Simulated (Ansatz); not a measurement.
# Glassy 67SiO2-33BaO (mol %) (131 atoms) under strain

How stiff is glassy 67SiO2-33BaO (mol %) (131 atoms)?

Method: Kohn-Sham DFT, PBE, PAW (set soft_1), plane waves; PAW set soft_1, in Ansatz 0.2.0.

### 1. The system as given

The cell holds 131 atoms: 33 Si, 16 Ba and 82 O. Cell: a = 12.713 Å, b = 12.713 Å, c = 12.713 Å, α = 90.0°, β = 90.0°, γ = 90.0°. 131 atoms (33 Si, 16 Ba, 82 O) placed at random at 3.48 g/cm³, melted at 4000 K for 10 ps at fixed volume with the Morse and Coulomb pair potential with partial charges (Pedone, Malavasi, Menziani, Cormack and Segre, J. Phys. Chem. B 110, 11780 (2006)). Quenched from 4000 K to 300 K at 50 K/ps and fixed volume, held 10 ps at zero pressure, then minimised at fixed cell.

What the set-up can't give: The quench rate of 50 K/ps far exceeds what a furnace or splat quench reaches, so expect more defects and frozen-in strain than in a real sample. The starting topology of bonds comes from the classical model, and needn't be the one that DFT or experiment would give. Sampling is at Γ alone. Spin–orbit coupling is left out, which matters for the levels of the heavy elements.

### 2. Single point at the start

A single point comes first, to see the forces before anything moves.

input.yaml reads:

```yaml
crystal:
  lattice:
    - [12.71338, 0.0, 0.0]
    - [0.0, 12.71338, 0.0]
    - [0.0, 0.0, 12.71338]
  atoms:
    - { symbol: Si, position: [0.67203, 0.29873, 0.71087] }
    - { symbol: Si, position: [0.19271, 0.08804, 0.99375] }
    - { symbol: Si, position: [0.4733, 0.22008, 0.56967] }
    - { symbol: Si, position: [0.85672, 0.83238, 0.35186] }
    - { symbol: Si, position: [0.48032, 0.10079, 0.97141] }
    - { symbol: Si, position: [0.78712, 0.45154, 0.46458] }
    - { symbol: Si, position: [0.45631, 0.85217, 0.48543] }
    - { symbol: Si, position: [0.0203, 0.9409, 0.10388] }
    - { symbol: Si, position: [0.66278, 0.52421, 0.81867] }
    - { symbol: Si, position: [0.01571, 0.37406, 0.76419] }
    - { symbol: Si, position: [0.22397, 0.50856, 0.79119] }
    - { symbol: Si, position: [0.65709, 0.08279, 0.81192] }
    - { symbol: Si, position: [0.47495, 0.00651, 0.67938] }
    - { symbol: Si, position: [0.85571, 0.22145, 0.16692] }
    - { symbol: Si, position: [0.96245, 0.55623, 0.59784] }
    - { symbol: Si, position: [0.72014, 0.75892, 0.80053] }
    - { symbol: Si, position: [0.09593, 0.93666, 0.67581] }
    - { symbol: Si, position: [0.08406, 0.53689, 0.23842] }
    - { symbol: Si, position: [0.93157, 0.05404, 0.31371] }
    - { symbol: Si, position: [0.56586, 0.28558, 0.12373] }
    - { symbol: Si, position: [0.8407, 0.46664, 0.22569] }
    - { symbol: Si, position: [0.40528, 0.61793, 0.44832] }
    - { symbol: Si, position: [0.14206, 0.13476, 0.4202] }
    - { symbol: Si, position: [0.43101, 0.92213, 0.13891] }
    - { symbol: Si, position: [0.81932, 0.22577, 0.53727] }
    - { symbol: Si, position: [0.96111, 0.74389, 0.76845] }
    - { symbol: Si, position: [0.20258, 0.37819, 0.38775] }
    - { symbol: Si, position: [0.08488, 0.78306, 0.27191] }
    - { symbol: Si, position: [0.29508, 0.928, 0.82572] }
    - { symbol: Si, position: [0.66792, 0.49857, 0.05742] }
    - { symbol: Si, position: [0.32174, 0.42447, 0.58325] }
    - { symbol: Si, position: [0.03615, 0.16102, 0.62894] }
    [... 93 atom lines left out ...]
    - { symbol: O, position: [0.35403, 0.89076, 0.41953] }
    - { symbol: O, position: [0.67086, 0.45301, 0.50325] }
    - { symbol: O, position: [0.97064, 0.21601, 0.11862] }
    - { symbol: O, position: [0.407, 0.96538, 0.77652] }
    - { symbol: O, position: [0.12968, 0.16454, 0.91622] }
    - { symbol: O, position: [0.65848, 0.21075, 0.80345] }
kpoints:
  mp_grid: { grid: [1, 1, 1] }
hamiltonian:
  xc: pbe
  pseudopotentials: { kind: paw, azcp: { folder: soft_1 } }
scf:
  occupations: { method: fixed }
output:
  forces: true
```

Launch:

```sh
$ ansatz run input.yaml --threads 4 --pin off --max-ram 8192MiB --backend cpu --events-out ev --progress --plain --runs-dir out
```

The log of the run:

```text
[...]
Pseudopotentials: kind: paw
Pseudopotential: Si, paw, valence charge 4, recommended cutoff 420 eV (normal), soft_1/Si.paw.azcp
Pseudopotential: Ba, paw, valence charge 10, recommended cutoff 420 eV (normal), soft_1/Ba.paw.azcp
Pseudopotential: O, paw, valence charge 6, recommended cutoff 420 eV (normal), soft_1/O.paw.azcp
[...]
Crystal: 131 atoms, lattice volume = 2054.864 Å³
Basis set: ecut = 420 eV, 40243 PW (Γ), exchange–correlation on 180×180×180 points (8 copies of the dense FFT grid, shifted against one another)
Bands: 523, of which v1, the nominal top of the filled ones, is band 392 counted from 1 (391 counted from 0)
Symmetry: 1 space group operations
Space group: P1 (ITA 1), of the structure as read, at distance tolerance 1.3e-4 Å
k-points: 1
[...]
Initial density: superposition of atomic densities (chi_scale 0.1, normalization cell, long waves 81 % of neutral atoms (reshape's long-wave potential 1.81 eV rms, cloud 2.81 Å wide))
Initial wavefunctions: pseudopotential atomic-orbital guess
[...]
SCF iter   1: F=—  HF=-162923.035312 eV  |F-HF|=—  |Δ(HF+E_count)|=         —  Δρ=7.85e-2  dr2=1.81e2  ethr=3.10e-3  ⟨swp⟩=7.0  Hψ=1927  notcnv=0  defer=128
preconditioner: auto → Resta (q_TF=auto, 2.324 Å⁻¹)  ε∞=3.4  [insulator: Δε(μ)=1.162 eV  Ē_g=14.416 eV  n_scr=460 (ndim 8)  ℏωp=22.5 eV  f_vac=0.027  ε∞_Penn≈3.4]
SCF iter   2: F=—  HF=-162877.690377 eV  |F-HF|=—  |Δ(HF+E_count)|=    4.53e1  Δρ=3.64e-2  dr2=4.22e1  ethr=3.10e-3  ⟨swp⟩=3.0  Hψ=916  notcnv=0  defer=128
SCF iter   3: F=—  HF=-162867.256903 eV  |F-HF|=—  |Δ(HF+E_count)|=    1.04e1  Δρ=1.62e-2  dr2=9.86e0  ethr=3.10e-3  ⟨swp⟩=3.0  Hψ=822  notcnv=0  defer=120
automatic band count: iteration 3 solves 515 bands in place of 523: the levels show a gap, and the empty bands left out lie too high to hold charge; the band table lists the bands solved (type scf.n_extra_bands for more)
SCF iter   4: F=—  HF=-162865.057139 eV  |F-HF|=—  |Δ(HF+E_count)|=    2.20e0  Δρ=6.24e-3  dr2=7.54e-1  ethr=1.26e-3  ⟨swp⟩=4.0  Hψ=733  notcnv=0  defer=120
SCF iter   5: F=—  HF=-162865.141255 eV  |F-HF|=—  |Δ(HF+E_count)|=   8.41e-2  Δρ=3.44e-3  dr2=2.21e-1  ethr=9.62e-5  ⟨swp⟩=3.0  Hψ=1236  notcnv=0  defer=121
[...]
SCF iter  12: F=—  HF=-162865.175023 eV  |F-HF|=—  |Δ(HF+E_count)|=   1.80e-6  Δρ=6.92e-6  dr2=8.45e-7  ethr=4.35e-10  ⟨swp⟩=2.0  Hψ=772  notcnv=0  defer=121
SCF iter  13: F=-162865.175023 eV  HF=-162865.175023 eV  |F-HF|=2.92e-8  |Δ(HF+E_count)|=   3.50e-8  Δρ=1.30e-6  dr2=4.08e-8  ethr=1.28e-11  ⟨swp⟩=3.0  Hψ=1807  notcnv=0
SCF 1 converged in 13 iterations: F = -162865.175023 eV  dr2 = 4.08e-8
[...]
SCF converged after 13 iterations
Free energy (F): -162865.175023 eV
Harris-Foulkes:  -162865.175023 eV  (|F-HF|=2.92e-8)
Internal energy: -162865.175023 eV  (E = F + TS)
E sigma→0 (E₀):  -162865.175023 eV
Fermi energy:    5.505133 eV
--- Per-component energies (eV) ---
[...]
Σ components = -162865.175023   (vs F -162865.175023, Δ=0.00e0)
--- Forces (eV/Å), atoms counted from 1 ---
  atom   1  Si    -0.53424308    -1.75651126    -0.89430693
  atom   2  Si    -0.36633641    -0.38441957    -0.30772534
  atom   3  Si     0.78416620     0.22874965     1.05617340
  atom   4  Si     0.58850587     0.53139683    -1.54753725
[...]
atom 131  O     -0.10217509     0.93072606     0.90024288
  max |Σ_I F_I| component: 6.28e-5 eV/Å
```

It took 23 s on 4 threads of AMD EPYC 9R14 (Zen 4), shared host; peak memory 2.9 GiB; 80 s of CPU time.

The column dr2 measures how far the density is from self-consistency, as an energy; F and HF (Harris–Foulkes) agree once it is small.

The r.m.s. force at the start is 0.97 eV/Å.

### 3. Cell and atoms relaxed

Cell and atoms are freed together, to release stress as well as forces.

input.yaml reads:

```yaml
crystal:
  lattice:
    - [12.71338, 0.0, 0.0]
    - [0.0, 12.71338, 0.0]
    - [0.0, 0.0, 12.71338]
  atoms:
    [... the 131 atom lines of step 2 ...]
kpoints:
  mp_grid: { grid: [1, 1, 1] }
hamiltonian:
  xc: pbe
  pseudopotentials: { kind: paw, azcp: { folder: soft_1 } }
scf:
  occupations: { method: fixed }
output:
  forces: true
relax:
  f_tol: 0.05
  max_steps: 150
  cell: {}
```

The log of the run:

```text
[...]
Crystal: 131 atoms, lattice volume = 2054.864 Å³
Basis set: ecut = 420 eV, 40243 PW (Γ), exchange–correlation on 180×180×180 points (8 copies of the dense FFT grid, shifted against one another)
Bands: 523, of which v1, the nominal top of the filled ones, is band 392 counted from 1 (391 counted from 0)
Symmetry: 1 space group operations
[...]
k-points: 1
[...]
SCF iter   1: F=—  HF=-162923.035322 eV  |F-HF|=—  |Δ(HF+E_count)|=         —  Δρ=7.85e-2  dr2=1.81e2  ethr=3.10e-3  ⟨swp⟩=7.0  Hψ=1927  notcnv=0  defer=128
[...]
SCF iter   5: F=—  HF=-162865.141249 eV  |F-HF|=—  |Δ(HF+E_count)|=   8.41e-2  Δρ=3.44e-3  dr2=2.21e-1  ethr=9.62e-5  ⟨swp⟩=3.0  Hψ=1236  notcnv=0  defer=121
[...]
SCF iter  12: F=—  HF=-162865.175023 eV  |F-HF|=—  |Δ(HF+E_count)|=   1.80e-6  Δρ=6.92e-6  dr2=8.45e-7  ethr=4.35e-10  ⟨swp⟩=2.0  Hψ=772  notcnv=0  defer=121
SCF iter  13: F=-162865.175023 eV  HF=-162865.175023 eV  |F-HF|=2.92e-8  |Δ(HF+E_count)|=   3.49e-8  Δρ=1.30e-6  dr2=4.08e-8  ethr=1.28e-11  ⟨swp⟩=3.0  Hψ=1807  notcnv=0
SCF 1 converged in 13 iterations: F = -162865.175023 eV  dr2 = 4.08e-8
[...]
relax step   1: F+E_penalty+E_count = -162865.17502341 eV  Δ(F+E_penalty+E_count) = +0.000e0 eV  max|allowed force component| = 3.121e0 eV/Å  Δτ_max = 0.0000 Å  P = +4.505 GPa  Ω = 2054.864 Å³  (13 SCF iters, dr2 threshold 1.00e-7 eV, accepted)
[... from here on, the SCF cycles and remarks between the steps are left out ...]
relax step   2: F+E_penalty+E_count = -162870.01837712 eV  Δ(F+E_penalty+E_count) = -4.843e0 eV  max|allowed force component| = 1.491e0 eV/Å  Δτ_max = 0.1963 Å  P = +3.404 GPa  Ω = 2042.009 Å³  energy of the carried Pulay correction = +2.267e-2 eV  (8 SCF iters, dr2 threshold 1.31e-5 eV, accepted)
relax step   3: F+E_penalty+E_count = -162872.36199884 eV  Δ(F+E_penalty+E_count) = -2.344e0 eV  max|allowed force component| = 9.045e-1 eV/Å  Δτ_max = 0.1957 Å  P = +1.018 GPa  Ω = 2059.749 Å³  energy of the carried Pulay correction = -8.576e-3 eV  (8 SCF iters, dr2 threshold 1.31e-5 eV, accepted)
relax step   4: F+E_penalty+E_count = -162873.10527348 eV  Δ(F+E_penalty+E_count) = -7.433e-1 eV  max|allowed force component| = 6.940e-1 eV/Å  Δτ_max = 0.2000 Å  P = +0.411 GPa  Ω = 2074.471 Å³  energy of the carried Pulay correction = -3.430e-2 eV  (7 SCF iters, dr2 threshold 1.31e-5 eV, accepted)
relax step   5: F+E_penalty+E_count = -162873.65066626 eV  Δ(F+E_penalty+E_count) = -5.454e-1 eV  max|allowed force component| = 5.423e-1 eV/Å  Δτ_max = 0.2000 Å  P = +0.154 GPa  Ω = 2085.082 Å³  energy of the carried Pulay correction = -5.273e-2 eV  (7 SCF iters, dr2 threshold 1.31e-5 eV, accepted)
relax step   6: F+E_penalty+E_count = -162874.06300835 eV  Δ(F+E_penalty+E_count) = -4.123e-1 eV  max|allowed force component| = 2.430e-1 eV/Å  Δτ_max = 0.2000 Å  P = +0.058 GPa  Ω = 2088.444 Å³  energy of the carried Pulay correction = -5.854e-2 eV  (7 SCF iters, dr2 threshold 1.31e-5 eV, accepted)
relax step   7: F+E_penalty+E_count = -162874.21485011 eV  Δ(F+E_penalty+E_count) = -1.518e-1 eV  max|allowed force component| = 2.466e-1 eV/Å  Δτ_max = 0.2000 Å  P = +0.037 GPa  Ω = 2085.837 Å³  energy of the carried Pulay correction = -5.403e-2 eV  (8 SCF iters, dr2 threshold 3.69e-6 eV, accepted)
relax step   8: F+E_penalty+E_count = -162874.25207879 eV  Δ(F+E_penalty+E_count) = -3.723e-2 eV  max|allowed force component| = 2.921e-1 eV/Å  Δτ_max = 0.2000 Å  P = +0.005 GPa  Ω = 2092.731 Å³  energy of the carried Pulay correction = -6.595e-2 eV  (8 SCF iters, dr2 threshold 3.80e-6 eV, accepted)
relax step   9: F+E_penalty+E_count = -162874.30816886 eV  Δ(F+E_penalty+E_count) = -5.609e-2 eV  max|allowed force component| = 2.100e-1 eV/Å  Δτ_max = 0.2000 Å  P = -0.066 GPa  Ω = 2097.307 Å³  energy of the carried Pulay correction = -7.384e-2 eV  (8 SCF iters, dr2 threshold 5.33e-6 eV, accepted)
relax step  10: F+E_penalty+E_count = -162874.35423011 eV  Δ(F+E_penalty+E_count) = -4.606e-2 eV  max|allowed force component| = 1.922e-1 eV/Å  Δτ_max = 0.0573 Å  P = -0.001 GPa  Ω = 2095.878 Å³  energy of the carried Pulay correction = -7.138e-2 eV  (7 SCF iters, dr2 threshold 2.76e-6 eV, accepted)
relax step  11: F+E_penalty+E_count = -162874.39345404 eV  Δ(F+E_penalty+E_count) = -3.922e-2 eV  max|allowed force component| = 1.609e-1 eV/Å  Δτ_max = 0.2000 Å  P = +0.015 GPa  Ω = 2095.890 Å³  energy of the carried Pulay correction = -7.140e-2 eV  (8 SCF iters, dr2 threshold 2.31e-6 eV, accepted)
relax step  12: F+E_penalty+E_count = -162874.41635100 eV  Δ(F+E_penalty+E_count) = -2.290e-2 eV  max|allowed force component| = 1.370e-1 eV/Å  Δτ_max = 0.0601 Å  P = -0.073 GPa  Ω = 2098.534 Å³  energy of the carried Pulay correction = -7.595e-2 eV  (7 SCF iters, dr2 threshold 1.62e-6 eV, accepted)
[...]
relax step  40: F+E_penalty+E_count = -162874.95547945 eV  Δ(F+E_penalty+E_count) = -3.063e-2 eV  max|allowed force component| = 2.918e-1 eV/Å  Δτ_max = 0.1778 Å  P = -0.093 GPa  Ω = 2109.631 Å³  energy of the carried Pulay correction = -9.500e-2 eV  (7 SCF iters, dr2 threshold 1.20e-5 eV, accepted)
relax step  41: F+E_penalty+E_count = -162874.99873627 eV  Δ(F+E_penalty+E_count) = -4.326e-2 eV  max|allowed force component| = 1.493e-1 eV/Å  Δτ_max = 0.2000 Å  P = +0.056 GPa  Ω = 2110.233 Å³  energy of the carried Pulay correction = -9.603e-2 eV  (7 SCF iters, dr2 threshold 5.32e-6 eV, accepted)
relax step  42: F+E_penalty+E_count = -162874.98270842 eV  Δ(F+E_penalty+E_count) = +1.603e-2 eV  max|allowed force component| = 2.252e-1 eV/Å  Δτ_max = 0.2000 Å  P = -0.041 GPa  Ω = 2112.955 Å³  energy of the carried Pulay correction = -1.007e-1 eV  (8 SCF iters, dr2 threshold 1.39e-6 eV, rejected (line search))
relax step  43: F+E_penalty+E_count = -162875.02248676 eV  Δ(F+E_penalty+E_count) = -2.375e-2 eV  max|allowed force component| = 3.132e-1 eV/Å  Δτ_max = 0.0925 Å  P = -0.050 GPa  Ω = 2112.121 Å³  energy of the carried Pulay correction = -9.926e-2 eV  (11 SCF iters, accepted)
relax step  44: F+E_penalty+E_count = -162875.03759542 eV  Δ(F+E_penalty+E_count) = -1.511e-2 eV  max|allowed force component| = 7.441e-2 eV/Å  Δτ_max = 0.1000 Å  P = -0.008 GPa  Ω = 2110.815 Å³  energy of the carried Pulay correction = -9.702e-2 eV  (7 SCF iters, dr2 threshold 6.13e-6 eV, accepted)
relax step  45: F+E_penalty+E_count = -162875.04156877 eV  Δ(F+E_penalty+E_count) = -3.973e-3 eV  max|allowed force component| = 1.290e-1 eV/Å  Δτ_max = 0.0430 Å  P = +0.026 GPa  Ω = 2110.163 Å³  energy of the carried Pulay correction = -9.591e-2 eV  (7 SCF iters, dr2 threshold 3.46e-7 eV, accepted)
relax step  46: F+E_penalty+E_count = -162875.04186502 eV  Δ(F+E_penalty+E_count) = -2.962e-4 eV  max|allowed force component| = 1.612e-1 eV/Å  Δτ_max = 0.0441 Å  P = +0.040 GPa  Ω = 2109.778 Å³  energy of the carried Pulay correction = -9.525e-2 eV  (7 SCF iters, dr2 threshold 1.04e-6 eV, rejected (line search))
relax step  47: F+E_penalty+E_count = -162875.04587572 eV  Δ(F+E_penalty+E_count) = -4.307e-3 eV  max|allowed force component| = 5.586e-2 eV/Å  Δτ_max = 0.0215 Å  P = +0.010 GPa  Ω = 2110.183 Å³  energy of the carried Pulay correction = -9.594e-2 eV  (10 SCF iters, accepted)
relax step  48: F+E_penalty+E_count = -162875.04594566 eV  Δ(F+E_penalty+E_count) = -6.994e-5 eV  max|allowed force component| = 5.824e-2 eV/Å  Δτ_max = 0.1000 Å  P = +0.023 GPa  Ω = 2108.321 Å³  energy of the carried Pulay correction = -9.275e-2 eV  (8 SCF iters, dr2 threshold 1.95e-7 eV, rejected (line search))
relax step  49: F+E_penalty+E_count = -162875.04936768 eV  Δ(F+E_penalty+E_count) = -3.492e-3 eV  max|allowed force component| = 2.416e-2 eV/Å  Δτ_max = 0.0488 Å  P = -0.005 GPa  Ω = 2109.914 Å³  energy of the carried Pulay correction = -9.548e-2 eV  (11 SCF iters, accepted)
relax step  50: F+E_penalty+E_count = -162875.30230807 eV  Δ(F+E_penalty+E_count) = -2.529e-1 eV  max|allowed force component| = 2.220e-2 eV/Å  Δτ_max = 0.0000 Å  P = +0.184 GPa  Ω = 2109.914 Å³  stress off target by 4.60e-1 GPa  SCF on the basis re-selected at this cell (its energy is not comparable with the rows above)  (8 SCF iters)
relax step  51: F+E_penalty+E_count = -162875.29688538 eV  Δ(F+E_penalty+E_count) = +5.423e-3 eV  max|allowed force component| = 7.709e-2 eV/Å  Δτ_max = 0.0289 Å  P = -0.076 GPa  Ω = 2119.961 Å³  energy of the carried Pulay correction = -1.803e-2 eV  (8 SCF iters, dr2 threshold 5.28e-7 eV, accepted)
relax step  52: F+E_penalty+E_count = -162875.29767834 eV  Δ(F+E_penalty+E_count) = -7.930e-4 eV  max|allowed force component| = 1.350e-1 eV/Å  Δτ_max = 0.0750 Å  P = +0.014 GPa  Ω = 2118.169 Å³  energy of the carried Pulay correction = -1.490e-2 eV  (8 SCF iters, dr2 threshold 3.71e-7 eV, rejected (line search))
relax step  53: F+E_penalty+E_count = -162875.30608492 eV  Δ(F+E_penalty+E_count) = -9.200e-3 eV  max|allowed force component| = 4.189e-2 eV/Å  Δτ_max = 0.0325 Å  P = -0.010 GPa  Ω = 2118.561 Å³  energy of the carried Pulay correction = -1.558e-2 eV  (11 SCF iters, accepted)
relax step  54: F+E_penalty+E_count = -162875.32378867 eV  Δ(F+E_penalty+E_count) = -1.770e-2 eV  max|allowed force component| = 4.191e-2 eV/Å  Δτ_max = 0.0000 Å  P = -0.007 GPa  Ω = 2118.561 Å³  stress off target by 8.32e-3 GPa  SCF on the basis re-selected at this cell (its energy is not comparable with the rows above)  (5 SCF iters)
[...]
SCF converged after 5 iterations
Free energy (F): -162875.323789 eV
[...]
Internal energy: -162875.323789 eV  (E = F + TS)
E sigma→0 (E₀):  -162875.323789 eV
Fermi energy:    4.412930 eV
[...]
Σ components = -162875.323789   (vs F -162875.323789, Δ=0.00e0)
--- Forces (eV/Å), atoms counted from 1 ---
  atom   1  Si    -0.00042397     0.00021447    -0.00893806
  atom   2  Si    -0.02418639     0.00726557     0.00553827
  atom   3  Si     0.00403941    -0.00375675    -0.00050410
  atom   4  Si    -0.00185018     0.00851631    -0.00197002
[...]
atom 131  O     -0.00115456    -0.00603301     0.00428940
  max |Σ_I F_I| component: 1.74e-5 eV/Å
--- Stress (GPa, compression-positive) ---
       -0.008088       0.000760       0.000189
        0.000763      -0.005814       0.000530
        0.000189       0.000531      -0.006062
  P = ⅓ Tr σ = -0.0067 GPa (-0.067 kbar)
--- Relaxed structure (52 steps of the walk, 44 accepted, 2 SCFs on fresh bases) ---
  F+E_penalty+E_count = -162875.32378867 eV   max|allowed force component| = 4.191e-2 eV/Å   (the final SCF, on the basis selected at the relaxed cell)
  cell:  # Å, volume = 2118.5610 Å³
    - [13.292807, -0.352170, 0.188474]
    - [-0.352170, 12.381847, -0.171960]
    - [0.188474, -0.171960, 12.886419]
  atoms:
    - { symbol: Si, position: [0.665986, 0.321186, 0.733939] }
    - { symbol: Si, position: [0.167527, 0.066367, 0.985324] }
    - { symbol: Si, position: [0.489768, 0.277372, 0.582120] }
    - { symbol: Si, position: [0.839452, 0.831039, 0.344977] }
[...]
- { symbol: O, position: [0.635198, 0.220215, 0.810585] }
```

The job ended after 14 min (4 threads; peak memory 2.9 GiB).

The relaxation converged after 52 steps, with a largest force component of 0.042 eV/Å.

(Continued in part 2 of 3.)

[Long decimals in the printed logs are rounded to 6 places.]

[Logs are printed without paths, hosts, clocks, repeated set-up lines and the standing remarks that a program may print on its own settings, such as how far it seeks lower states.]

[Hosts, paths, dates, database ids (printed as entryN), source tags and the programs' standing remarks are cut or masked in the printed files.]
